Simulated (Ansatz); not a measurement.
An input for Ansatz 0.2.0 (Cs2AgSbBr6 (Fm-3m)):

```yaml
crystal:
  lattice:
    - [0.0, 5.689253, 5.689253]
    - [5.689253, 0.0, 5.689253]
    - [5.689253, 5.689253, 0.0]
  atoms:
    - { symbol: Cs, position: [0.75, 0.75, 0.75] }
    - { symbol: Cs, position: [0.25, 0.25, 0.25] }
    - { symbol: Ag, position: [0.5, 0.5, 0.5] }
    - { symbol: Sb, position: [0.0, 0.0, 0.0] }
    - { symbol: Br, position: [0.751554, 0.248446, 0.248446] }
    - { symbol: Br, position: [0.248446, 0.248446, 0.751554] }
    - { symbol: Br, position: [0.248446, 0.751554, 0.751554] }
    - { symbol: Br, position: [0.248446, 0.751554, 0.248446] }
    - { symbol: Br, position: [0.751554, 0.248446, 0.751554] }
    - { symbol: Br, position: [0.751554, 0.751554, 0.248446] }
kpoints:
  mp_grid: { grid: [4, 4, 4] }
  band_path:
    path:
      - [0.0, 0.0, 0.0]
      - [0.5, 0.0, 0.5]
      - [0.625, 0.25, 0.625]
      - [0.375, 0.375, 0.75]
      - [0.5, 0.5, 0.5]
      - [0.5, 0.25, 0.75]
      - [0.5, 0.4, 0.6]
    npoints: 1
hamiltonian:
  xc: r2scan
  pseudopotentials: { kind: paw_fr, azcp: { folder: soft_1 } }
scf:
  occupations: { method: fermi_dirac, width: 0.02 }
  n_extra_bands: 14
magnetization:
  noncollinear: true
  spin_orbit: true
output:
  eigenvalues: true
  forces: true
  stress: true
  write_density: true
  write_potential: true
  elf: true
  volumetric_format: npy
```

```sh
ansatz run input.yaml --threads 3 --pin off --max-ram 92160MiB --backend cuda --events-out ev --progress --plain --runs-dir out --devices 1 --max-vram 13GiB
```

**Question.** How long will it take on 1 × NVIDIA H100 80GB HBM3 (shared by 6 runs) with 3 threads of AMD EPYC 7R13 (Zen 3), shared host, and how much memory?

It took 18 s; on shared hardware allow 9 s to 36 s. Peak host memory was 2.2 GiB. The sizes that set the cost: 9377 plane waves a state, 8 irreducible k points and 9 SCF cycles.

[Paths, hosts, dates, memory and timing lines, banners, echoed tables and standing remarks are left out of the program output.]

[Logs are printed without paths, hosts, clocks, repeated set-up lines and the standing remarks that a program may print on its own settings, such as how far it seeks lower states.]

[Runs of the session that timed out or met a known fault of the program may be left out.]

[Cells called generated may have been cut or substituted from an entry of the Crystallography Open Database or the Materials Project.]

[Hosts, paths, dates, database ids (printed as entryN), source tags and the programs' standing remarks are cut or masked in the printed files.]
